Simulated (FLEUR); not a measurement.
# Collinear magnetic orders of MnO (Manganosite) with FLEUR, part 2 of 3

A self-consistent run ends on one state, which hangs on the start. Several orders of MnO (Manganosite) are started in FLEUR and their energies compared.

FLEUR MaX-R8.1; LDA (VWN) with U = 4.9 eV, J = 0.9 eV on Mn d; all-electron FLAPW, Dirac cores, scalar-relativistic bands.

So far, largest spin moment in the muffin-tin sphere (μB): step 2 (order 1, typed as ferro +) 4.70.

## 3. Run 2 (antiferro q=(0,1/2,1/2) +-)

An opposed order shows whether neighbours prefer unlike signs.

The cell is doubled to 4 atoms to hold this order. The mesh is halved along the doubled vector, so that both cells sample the same points. The k list default-1 (kpts.xml, not shown) is a Γ-centred 8×4×8 mesh.

Contents of inp.xml:

```
<?xml version="1.0" encoding="UTF-8" standalone="no"?>
<fleurInput fleurInputVersion="0.39">
   <comment>
      MnO
   </comment>
   <calculationSetup>
      <cutoffs Kmax="4.05" Gmax="12.1" GmaxXC="12.1" numbands="0"/>
      <scfLoop itmax="130" minDistance="0.0001" maxIterBroyd="15" imix="Anderson" alpha="0.05" precondParam="0.0" spinf="2.0" sdNocoIR="T"/>
      <coreElectrons ctail="T" frcor="F" kcrel="0" coretail_lmax="0"/>
      <xcFunctional name="vwn" relativisticCorrections="F"/>
      <magnetism jspins="2"/>
      <soc l_soc="F" theta="0.0" phi="0.0" spav="F"/>
      <expertModes spex="0" secvar="F"/>
      <geometryOptimization l_f="F" forcealpha="1.0" forcemix="BFGS" epsdisp="0.00001" epsforce="0.00001"/>
      <ldaU l_linMix="F" mixParam="0.05" spinf="1.0"/>
   </calculationSetup>
   <cell>
      <bzIntegration valenceElectrons="42.0" mode="hist" fermiSmearingEnergy="0.00110248">
         <kPointListSelection listName="default-1"/>
         <xi:include xmlns:xi="http://www.w3.org/2001/XInclude" href="kpts.xml"> </xi:include>
      </bzIntegration>
      <xi:include xmlns:xi="http://www.w3.org/2001/XInclude" href="sym.xml"> </xi:include>
      <bulkLattice scale="1.0">
         <bravaisMatrix>
            <row-1>    0.0000000000000000     4.2008611749857998     4.2008611749857998</row-1>
            <row-2>    8.4017223499715996     0.0000000000000000     8.4017223499715996</row-2>
            <row-3>    8.4017223499715996     4.2008611749857998     4.2008611749857998</row-3>
         </bravaisMatrix>
      </bulkLattice>
   </cell>
   <atomSpecies>
      <species name="Manganese 4.500" element="Mn" atomicNumber="25">
         <mtSphere radius="2.62" gridPoints="867" logIncrement="0.014"/>
         <atomicCutoffs lmax="10" lnonsphr="8"/>
         <electronConfig flipSpins="F">
            <coreConfig>(1s1/2) (2s1/2) (2p1/2) (2p3/2)</coreConfig>
            <valenceConfig>(3s1/2) (3p1/2) (3p3/2) (4s1/2) (3d3/2) (3d5/2)</valenceConfig>
            <stateOccupation state="(3d3/2)" spinUp="1.75" spinDown="0.25"/>
            <stateOccupation state="(3d5/2)" spinUp="3.0" spinDown="0.0"/>
         </electronConfig>
         <energyParameters s="4" p="4" d="3" f="4"/>
         <ldaU l="2" U="4.9" J="0.9" l_amf="F"/>
         <lo type="SCLO" l="0" n="3" eDeriv="0"/>
         <lo type="SCLO" l="1" n="3" eDeriv="0"/>
      </species>
      <species name="Manganese -4.500" element="Mn" atomicNumber="25">
         <mtSphere radius="2.62" gridPoints="867" logIncrement="0.014"/>
         <atomicCutoffs lmax="10" lnonsphr="8"/>
         <electronConfig flipSpins="F">
            <coreConfig>(1s1/2) (2s1/2) (2p1/2) (2p3/2)</coreConfig>
            <valenceConfig>(3s1/2) (3p1/2) (3p3/2) (4s1/2) (3d3/2) (3d5/2)</valenceConfig>
            <stateOccupation state="(3d3/2)" spinUp="0.25" spinDown="1.75"/>
            <stateOccupation state="(3d5/2)" spinUp="0.0" spinDown="3.0"/>
         </electronConfig>
         <energyParameters s="4" p="4" d="3" f="4"/>
         <ldaU l="2" U="4.9" J="0.9" l_amf="F"/>
         <lo type="SCLO" l="0" n="3" eDeriv="0"/>
         <lo type="SCLO" l="1" n="3" eDeriv="0"/>
      </species>
      <species name="Oxygen (O)" element="O" atomicNumber="8">
         <mtSphere radius="1.48" gridPoints="489" logIncrement="0.022"/>
         <atomicCutoffs lmax="6" lnonsphr="4"/>
         <electronConfig flipSpins="F">
            <coreConfig>(1s1/2)</coreConfig>
            <valenceConfig>(2s1/2) (2p1/2) (2p3/2)</valenceConfig>
            <stateOccupation state="(2p1/2)" spinUp="0.666667" spinDown="0.666667"/>
            <stateOccupation state="(2p3/2)" spinUp="1.333333" spinDown="1.333333"/>
         </electronConfig>
         <energyParameters s="2" p="2" d="3" f="4"/>
      </species>
   </atomSpecies>
   <atomGroups>
      <atomGroup species="Manganese 4.500">
         <relPos label="                   1">.0000000000 .0000000000 .0000000000</relPos>
         <force calculate="T" relaxXYZ="TTT"/>
      </atomGroup>
      <atomGroup species="Manganese -4.500">
         <relPos label="                   2">.0000000000 1.000/2.000 .0000000000</relPos>
         <force calculate="T" relaxXYZ="TTT"/>
      </atomGroup>
      <atomGroup species="Oxygen (O)">
         <relPos label="                   3">1.000/2.000 .0000000000 1.000/2.000</relPos>
         <force calculate="T" relaxXYZ="TTT"/>
      </atomGroup>
      <atomGroup species="Oxygen (O)">
         <relPos label="                   4">1.000/2.000 1.000/2.000 1.000/2.000</relPos>
         <force calculate="T" relaxXYZ="TTT"/>
      </atomGroup>
   </atomGroups>
   <output dos="F" band="F" slice="F">
      <bandDOS minEnergy="-.5*Htr" maxEnergy="0.5*Htr" sigma="0.015" storeEVData="T"/>
      <plotting iplot="0" polar="F">
         <plot TwoD="T" vec1="  1.0  0.0  0.0" vec2="  0.0  1.0  0.0" vec3="  0.0  0.0  1.0" zero="  0.0  0.0  0.0" file="plot"/>
      </plotting>
      <moessbauerParams electricFieldGradient="F" isomerShift="F" coreHyperfine="F" valenceHyperfine="F"/>
   </output>
</fleurInput>
```

Contents of crystal.txt:

```
MnO
&input film=F cartesian=F /
0.00000000000  2.22300000000  2.22300000000
4.44600000000  0.00000000000  4.44600000000
4.44600000000  2.22300000000  2.22300000000
1.8897261246
1.0 1.0 1.0

4
25 0.00000000000  0.00000000000  0.00000000000 : 4.500
25 0.00000000000  0.50000000000  0.00000000000 : -4.500
8 0.50000000000  0.00000000000  0.50000000000
8 0.50000000000  0.50000000000  0.50000000000

&kpt div1=8 div2=4 div3=8 gamma=T /
```

The run is started by

```bash
$ OMP_NUM_THREADS=1 inpgen -f crystal.txt > inpgen.log  # inp.xml is then edited as shown
$ OMP_NUM_THREADS=1 mpirun -n 4 fleur_MPI > fleur.log
```

Output:

```text
[banner, memory and clock lines left out]
Welcome to FLEUR        (www.flapw.de)
      MaX-Release 8.1          (www.max-centre.eu)

 ========== k-point set info ==========
 Selected k-point list: default-1
 k-point list type: mesh
 0 x 0 x 0
 Number of k points: 80

 ------------Calculation Setup---------------------------
 Number of PE/node        :            4
 Number of OMP-threads    :            1
 k-points in parallel     :            4
 pe's per k-point         :            1
 No of k-point loops      :           20
 Eigenvalue solver        :       lapack
 Number of basis functions:          376
 Approximate size of matrices (H+S) per k-point:         0.002 GB
 no density matrix found ... skipping LDA+U
 Reset of history
 Iteration:     1   Distance:      20.90210130 me/bohr^3
 Iteration:     2   Distance:      18.52257144 me/bohr^3
 Iteration:     3   Distance:      15.88169246 me/bohr^3
 Iteration:     4   Distance:       8.26187897 me/bohr^3
 Iteration:     5   Distance:       6.58789655 me/bohr^3
 Iteration:     6   Distance:       2.76100331 me/bohr^3
 Iteration:     7   Distance:       0.71318216 me/bohr^3
 Iteration:     8   Distance:       0.49792329 me/bohr^3
 Iteration:     9   Distance:       0.05803976 me/bohr^3
 Iteration:    10   Distance:       0.04812261 me/bohr^3
 Iteration:    11   Distance:       0.01391529 me/bohr^3
 Iteration:    12   Distance:       0.01606980 me/bohr^3
 Iteration:    13   Distance:       0.00189615 me/bohr^3
 Iteration:    14   Distance:       0.00318351 me/bohr^3
 Iteration:    15   Distance:       0.00023539 me/bohr^3
 Iteration:    16   Distance:       0.00003584 me/bohr^3

 ********************************************************************
 Run finished successfully
 Stop message:
   all done
 ********************************************************************

--- out.xml (last complete iteration) ---
<iteration numberForCurrentRun="   16" overallNumber="   16">
         [... left out ...]
         <bandgap value="0.7834589922" units="eV"/>
         <sumValenceSingleParticleEnergies value="-26.0255567149" units="Htr"/>
         <FermiEnergy value="0.2870115280" units="Htr"/>
         <valenceDensity>
            <mtCharges spin="1">
               <mtCharge atomType="1" total="9.4195743" s="1.1874127" p="3.2365711" d="4.9195586" f="0.0530606"/>
               <mtCharge atomType="2" total="4.7415554" s="1.1504470" p="3.1993723" d="0.3151727" f="0.0533666"/>
               <mtCharge atomType="3" total="2.3388100" s="0.7267925" p="1.6096226" d="0.0020933" f="0.0002474"/>
               <mtCharge atomType="4" total="2.3927875" s="0.7339192" p="1.6547742" d="0.0035646" f="0.0004424"/>
            </mtCharges>
            <mtCharges spin="2">
               <mtCharge atomType="1" total="4.7415554" s="1.1504470" p="3.1993723" d="0.3151727" f="0.0533666"/>
               <mtCharge atomType="2" total="9.4195743" s="1.1874127" p="3.2365711" d="4.9195586" f="0.0530606"/>
               <mtCharge atomType="3" total="2.3927875" s="0.7339192" p="1.6547742" d="0.0035646" f="0.0004424"/>
               <mtCharge atomType="4" total="2.3388100" s="0.7267925" p="1.6096226" d="0.0020933" f="0.0002474"/>
            </mtCharges>
            <spinDependentCharge spin="1" total="21.0000000" interstitial="2.1072729" mtSpheres="18.8927271"/>
            <spinDependentCharge spin="2" total="21.0000000" interstitial="2.1072729" mtSpheres="18.8927271"/>
            <totalCharge value="42.0000000000"/>
         </valenceDensity>
         [... left out ...]
         <magneticMomentsInMTSpheres units="muBohr">
            <globalMagMoment atomType="1" vec="0.00000   0.00000   4.67802"/>
            <localMagMoment atomType="1" vec="0.00000   0.00000   4.67802"/>
            <globalMagMoment atomType="2" vec="0.00000   0.00000  -4.67802"/>
            <localMagMoment atomType="2" vec="0.00000   0.00000  -4.67802"/>
            <globalMagMoment atomType="3" vec="0.00000   0.00000  -0.05398"/>
            <localMagMoment atomType="3" vec="0.00000   0.00000  -0.05398"/>
            <globalMagMoment atomType="4" vec="0.00000   0.00000   0.05398"/>
            <localMagMoment atomType="4" vec="0.00000   0.00000   0.05398"/>
         </magneticMomentsInMTSpheres>
         [... left out ...]
         <totalEnergy value="    -2462.6394595345" units="Htr">
            <sumOfEigenvalues value="    -1416.6689392740">
               <coreElectrons value="-1390.6433825592"/>
               <valenceElectrons value="-26.0255567149"/>
            </sumOfEigenvalues>
            <densityCoulombPotentialIntegral value="-3751.5966004245"/>
            <densityEffectivePotentialIntegral value="-3905.9307118006"/>
            <chargeDenXCDenIntegral value="-116.6663330161"/>
            <FockExchangeEnergyValence value="0.0000000000"/>
            <FockExchangeEnergyCore value="0.0000000000"/>
         [... left out ...]
            <dftUCorrection value="-0.7161118999"/>
            <tkbTimesEntropy value="0.0000000000"/>
            <freeEnergy value="-2462.6394595345"/>
            <extrapolationTo0K value="-2462.6394595345"/>
         </totalEnergy>
         [... left out ...]
         <ldaUDensityMatrixConvergence>
            <distance spin="1" distance="0.000000"/>
            <distance spin="2" distance="0.000000"/>
         </ldaUDensityMatrixConvergence>
         <densityConvergence units="me/bohr^3">
            <chargeDensity spin="1" distance="0.0000195715"/>
            <chargeDensity spin="2" distance="0.0000195749"/>
            <overallChargeDensity distance="0.0000358446"/>
            <spinDensity distance="0.0000157354"/>
         </densityConvergence>
      </iteration>
```

Wall time 46 s (4 MPI ranks of Intel Xeon Platinum 8488C (Sapphire Rapids), shared host); peak memory 0.43 GiB; 3.1 min of CPU time.

Spin moment in the muffin-tin sphere by atom:

```
atom  spin moment in the muffin-tin sphere (μB)
 Mn1                                       4.68
 Mn2                                      -4.68
  O3                                      -0.05
  O4                                       0.05
```

Numbers from this step:

```yaml
free_energy: -67011.8335 eV
program_s_band_gap_on_this_mesh_in_a_metal_only_a_level_spacing: 0.7835 eV
magnetization: 0 μB
final_state: antiferromagnetic
```

It lies 37.1 meV a seeded atom under the first start, and its largest moment is 4.68 μB against 4.70 μB.

## 4. Order 3, typed as antiferro q=(0,0,1/2) +-

Another pattern of signs weighs the neighbour shells otherwise.

This order needs a doubled cell of 4 atoms. The mesh is halved along the doubled vector, so that both cells sample the same points. The k list default-1 (kpts.xml, not shown) is a Γ-centred 8×8×4 mesh.

Edit inp.xml of step 3 so:

```diff
@@ -25,4 +25,4 @@
             <row-1>    0.0000000000000000     4.2008611749857998     4.2008611749857998</row-1>
-            <row-2>    8.4017223499715996     0.0000000000000000     8.4017223499715996</row-2>
-            <row-3>    8.4017223499715996     4.2008611749857998     4.2008611749857998</row-3>
+            <row-2>    4.2008611749857998     0.0000000000000000     4.2008611749857998</row-2>
+            <row-3>    8.4017223499715996     8.4017223499715996     0.0000000000000000</row-3>
          </bravaisMatrix>
@@ -77,3 +77,3 @@
       <atomGroup species="Manganese -4.500">
-         <relPos label="                   2">.0000000000 1.000/2.000 .0000000000</relPos>
+         <relPos label="                   2">.0000000000 .0000000000 1.000/2.000</relPos>
          <force calculate="T" relaxXYZ="TTT"/>
@@ -81,7 +81,4 @@
       <atomGroup species="Oxygen (O)">
-         <relPos label="                   3">1.000/2.000 .0000000000 1.000/2.000</relPos>
-         <force calculate="T" relaxXYZ="TTT"/>
-      </atomGroup>
-      <atomGroup species="Oxygen (O)">
-         <relPos label="                   4">1.000/2.000 1.000/2.000 1.000/2.000</relPos>
+         <relPos label="                   3">1.000/2.000 1.000/2.000 1.000/4.000</relPos>
+         <relPos label="                   4">1.000/2.000 1.000/2.000 -1.000/4.000</relPos>
          <force calculate="T" relaxXYZ="TTT"/>
```

Contents of crystal.txt:

```
MnO
&input film=F cartesian=F /
0.00000000000  2.22300000000  2.22300000000
2.22300000000  0.00000000000  2.22300000000
4.44600000000  4.44600000000  0.00000000000
1.8897261246
1.0 1.0 1.0

4
25 0.00000000000  0.00000000000  0.00000000000 : 4.500
25 0.00000000000  0.00000000000  0.50000000000 : -4.500
8 0.50000000000  0.50000000000  0.25000000000
8 0.50000000000  0.50000000000  0.75000000000

&kpt div1=8 div2=8 div3=4 gamma=T /
```

Output:

```text
[banner, memory and clock lines left out]
Welcome to FLEUR        (www.flapw.de)
      MaX-Release 8.1          (www.max-centre.eu)

 ========== k-point set info ==========
 Selected k-point list: default-1
 k-point list type: mesh
 0 x 0 x 0
 Number of k points: 80

 [... set-up left out ...]
 no density matrix found ... skipping LDA+U
 Reset of history
 Iteration:     1   Distance:      20.52555581 me/bohr^3
 Iteration:     2   Distance:      18.43893903 me/bohr^3
 Iteration:     3   Distance:      15.81043869 me/bohr^3
 Iteration:     4   Distance:       8.31052470 me/bohr^3
[...]
[... left out ...]
            <freeEnergy value="-2462.6414758337"/>
            <extrapolationTo0K value="-2462.6414758337"/>
         </totalEnergy>
         [... left out ...]
         <ldaUDensityMatrixConvergence>
            <distance spin="1" distance="0.000002"/>
            <distance spin="2" distance="0.000002"/>
         </ldaUDensityMatrixConvergence>
         <densityConvergence units="me/bohr^3">
            <chargeDensity spin="1" distance="0.0000439356"/>
            <chargeDensity spin="2" distance="0.0000439358"/>
            <overallChargeDensity distance="0.0000680083"/>
            <spinDensity distance="0.0000556441"/>
         </densityConvergence>
      </iteration>
```

Elapsed: 39 s, on 4 MPI ranks; peak memory 0.39 GiB.

Spin moment in the muffin-tin sphere by atom:

```
atom  spin moment in the muffin-tin sphere (μB)
 Mn1                                       4.62
 Mn2                                      -4.62
  O3                                       0.00
  O4                                       0.00
```

Numbers from this step:

- free energy: -67011.8884 eV
- program's band gap on this mesh (in a metal only a level spacing): 1.767 eV
- magnetization: 0 μB
- final state: antiferromagnetic

It lies 64.5 meV a seeded atom under the first start, and its largest moment is 4.62 μB against 4.70 μB.

[end of part 2 of 3]

[Logs and program files are shortened in this print: banners, set-up blocks, solver, clock and traceback lines can be left out without a mark of their own.]

[Logs are printed without paths, hosts, clocks, repeated set-up lines and the standing remarks that a program may print on its own settings, such as how far it seeks lower states.]

[Hosts, paths, dates, database ids (printed as entryN), source tags and the programs' standing remarks are cut or masked in the printed files.]

[Where a cell is said to come from a database of computed structures, the database is the Materials Project.]
